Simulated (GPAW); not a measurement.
# Collinear magnetic orders of NiO with GPAW, part 2 of 2

Wanted: the moments of NiO and the energy of each order that was tried.

GPAW 26.7.0; PBE with U = 6 eV on Ni d; plane waves with GPAW's PAW setups, scalar-relativistic.

So far, largest spin moment in the augmentation sphere (μB): step 2 (start 1: ferro +) 1.81; step 3 (run 2 (antiferro q=(0,1/2,1/2) +-)) 1.82.

## (4) Order 3, typed as antiferro q=(0,0,1/2) +-

An opposed order shows whether the pairs that it reverses prefer unlike signs.

This order needs a doubled cell of 4 atoms. Its mesh is chosen so that both cells sample the same points.

Contents of order3.py:

```python
import json
import numpy as np
from ase import Atoms
from ase.parallel import paropen, parprint
from gpaw import GPAW

atoms = Atoms(['Ni', 'Ni', 'O', 'O'],
    cell=[[0.0, 2.08590164, 2.08590164],
         [2.08590164, 0.0, 2.08590164],
         [4.17180328, 4.17180328, 0.0]],
    scaled_positions=[[0.0, 0.0, 0.0],
         [0.0, 0.0, 0.5],
         [0.5, 0.5, 0.25],
         [0.5, 0.5, 0.75]],
    pbc=True,
    magmoms=[2.0, -2.0, 0.0, 0.0])
atoms.calc = GPAW(mode={'name': 'pw', 'ecut': 700},
    xc='PBE',
    kpts={'size': (12, 12, 6), 'gamma': True},
    occupations={'name': 'fermi-dirac', 'width': 0.1},
    convergence={'density': 1e-05, 'energy': 1e-05},
    maxiter=200,
    setups={'Ni': ':d,6.0'},
    txt='order3.txt')
e = atoms.get_potential_energy(force_consistent=True)
res = {'free_energy': e, 'energy_sigma0': atoms.get_potential_energy(), 'fermi_energy': atoms.calc.get_fermi_level()}
res['moments'] = atoms.get_magnetic_moments().tolist()
res['total'] = atoms.get_magnetic_moment()
parprint('site moments (muB):', np.round(res['moments'], 3))
parprint(f"total moment: {res['total']:.3f} muB")
parprint(f'free energy: {e:.6f} eV')
atoms.calc.write('order3.gpw')
with paropen('results.json', 'w') as f:
    json.dump(res, f)
```

Launch:

```bash
OMP_NUM_THREADS=1 mpirun -n 2 gpaw python order3.py > order3.log
```

Numbers of over 12 decimals in the logs are rounded to 6 here.

Log:

```text
site moments (muB): [ 1.745 -1.745  0.     0.   ]
total moment: -0.000 muB
free energy: -25.525781 eV

--- order3.txt ---
Input parameters:
  mode=PW(ecut=700),
  convergence={'density': 1e-05, 'energy': 1e-05},
  kpts=MonkhorstPack(size=(12, 12, 6), gamma=True),
  maxiter=200,
  occupations=Occupations(name='fermi-dirac', width=0.1),
  setups={'Ni': ':d,6.0'},
  xc=XC(name='PBE')

Diagonalizing LCAO Hamiltonian
[...]
|         28 |        22.123 |     0.000 |        22.123 |     0.000 |
|         29 |        26.153 |     0.000 |        26.153 |     0.000 |
|         30 |        26.153 |     0.000 |        26.153 |     0.000 |

Gap: 3.191 eV
Transition (v -> c):
  (s=0, k=3, n=21, [-0.00, -0.00, 0.50]) -> (s=1, k=0, n=22, [-0.00, -0.00, 0.00])
Direct/indirect transitions are different
Direct gap: 3.900 eV
Transition at: (s=1, k=0, n=21, [-0.00, -0.00, 0.00])


[key lines of the parts left out:]
Free energy:     -25.525781
Converged in 13 steps
dipole moment: (-16.777719, -16.777719, -16.777721)  # |e|*Ang
Fermi level: 8.409
```

The job ended after 2.5 min (2 MPI ranks of AMD EPYC 9R45, shared host; peak memory 0.84 GiB).

Spin moment in the augmentation sphere by atom:

```tsv
atom	spin moment in the augmentation sphere (μB)
Ni1	1.75
Ni2	-1.75
O3	0.00
O4	0.00
```

This step gave:

* magnetization: 0 μB
* final state: antiferromagnetic

It lies 80.2 meV a seeded atom under the first start, and its largest moment is 1.75 μB against 1.81 μB.

## (5) Order 4, typed as no spin polarisation

A run without seeds gives the energy of the state without moments.

Contents of nospin.py:

```python
import json
import numpy as np
from ase import Atoms
from ase.parallel import paropen, parprint
from gpaw import GPAW

atoms = Atoms(['Ni', 'O'],
    cell=[[0.0, 2.08590164, 2.08590164],
         [2.08590164, 0.0, 2.08590164],
         [2.08590164, 2.08590164, 0.0]],
    scaled_positions=[[0.0, 0.0, 0.0],
         [0.5, 0.5, 0.5]],
    pbc=True)
atoms.calc = GPAW(mode={'name': 'pw', 'ecut': 700},
    xc='PBE',
    kpts={'size': (12, 12, 12), 'gamma': True},
    occupations={'name': 'fermi-dirac', 'width': 0.1},
    convergence={'density': 1e-05, 'energy': 1e-05},
    maxiter=200,
    setups={'Ni': ':d,6.0'},
    txt='nospin.txt')
e = atoms.get_potential_energy(force_consistent=True)
res = {'free_energy': e, 'energy_sigma0': atoms.get_potential_energy(), 'fermi_energy': atoms.calc.get_fermi_level()}
parprint(f'free energy: {e:.6f} eV')
atoms.calc.write('nospin.gpw')
with paropen('results.json', 'w') as f:
    json.dump(res, f)
```

Launch:

```bash
OMP_NUM_THREADS=1 mpirun -n 2 gpaw python nospin.py > nospin.log
```

Log:

```text
free energy: -10.299564 eV

--- nospin.txt ---
Input parameters:
  mode=PW(ecut=700),
  convergence={'density': 1e-05, 'energy': 1e-05},
  kpts=MonkhorstPack(size=(12, 12, 12), gamma=True),
  maxiter=200,
  occupations=Occupations(name='fermi-dirac', width=0.1),
  setups={'Ni': ':d,6.0'},
  xc=XC(name='PBE')

Diagonalizing LCAO Hamiltonian
Converting LCAO to pw mode

              O

       Ni

[...]
|          0 |       -54.502 |     2.000 |
|        ... |               |           |
|          4 |         4.024 |     2.000 |
|          5 |         4.024 |     2.000 |
|          6 |         4.024 |     2.000 |
|          7 |         4.748 |     2.000 |
[...]
|         12 |         9.643 |     0.000 |
|         13 |        26.328 |     0.000 |
|         14 |        26.328 |     0.000 |
|         15 |        26.328 |     0.000 |

No gap
No difference between direct/indirect transitions

[key lines of the parts left out:]
Free energy:     -10.299564
Converged in 11 steps
dipole moment: (-8.226315, -8.226315, -8.226315)  # |e|*Ang
Fermi level: 7.919
```

Run time: 9.5 s. Hardware: 2 MPI ranks; peak memory 0.36 GiB.

This step gave:

```yaml
final_state: non-magnetic (no spin polarisation)
```

It lies 2383 meV a seeded atom over the first start.

## (6) Energies of the orders

These are free energies at a smearing of 0.1 eV, so its entropy term is in the differences. They are divided by the number of seeded atoms, so that cells of unlike size compare. Wavevectors q in the names are fractions of the reciprocal vectors of the first run's cell.

Orders:

```tsv
start	final state	typed order kept	energy over the lowest (meV a seeded atom)	largest site moment (μB)	net moment (μB a primitive cell)	mesh matched	CPU time (s)
ferro +	ferromagnetic	yes	80.2	1.808	2	yes	31.18
antiferro q=(0,1/2,1/2) +-	antiferromagnetic	yes	87.34	1.818	0	yes	633.9
antiferro q=(0,0,1/2) +-	antiferromagnetic	yes	0	1.745	0	yes	296.6
no spin polarisation	non-magnetic	-	2463	0	0	yes	18.22
```

## (7) Summary of results

- lowest state found: antiferromagnetic (typed antiferro q=(0,0,1/2) +-)
- largest site moment: 1.75 μB
- next state: ferromagnetic, 80.2 meV a seeded atom higher
- run without spin seeds, over the lowest: 2463 meV a seeded atom

The lowest state found is antiferromagnetic, reached from the start antiferro q=(0,0,1/2) +-, with moments up to 1.75 μB. The next state costs 80 meV a seeded atom. Under a U a spinless open shell is left with part-filled orbitals, which the U penalises, so its energy is no clean measure of what the moments gain. This is the lowest of 4 finished starts, no proof of the ground state.

[Logs and program files are shortened in this print: banners, set-up blocks, solver, clock and traceback lines can be left out without a mark of their own.]

[Logs are printed without paths, hosts, clocks, repeated set-up lines and the standing remarks that a program may print on its own settings, such as how far it seeks lower states.]

[Hosts, paths, dates, database ids (printed as entryN), source tags and the programs' standing remarks are cut or masked in the printed files.]

[Where a cell is said to come from a database of computed structures, the database is the Materials Project.]

[Lattice constants of own cells that a recipe calls measured were typed without a cited source.]
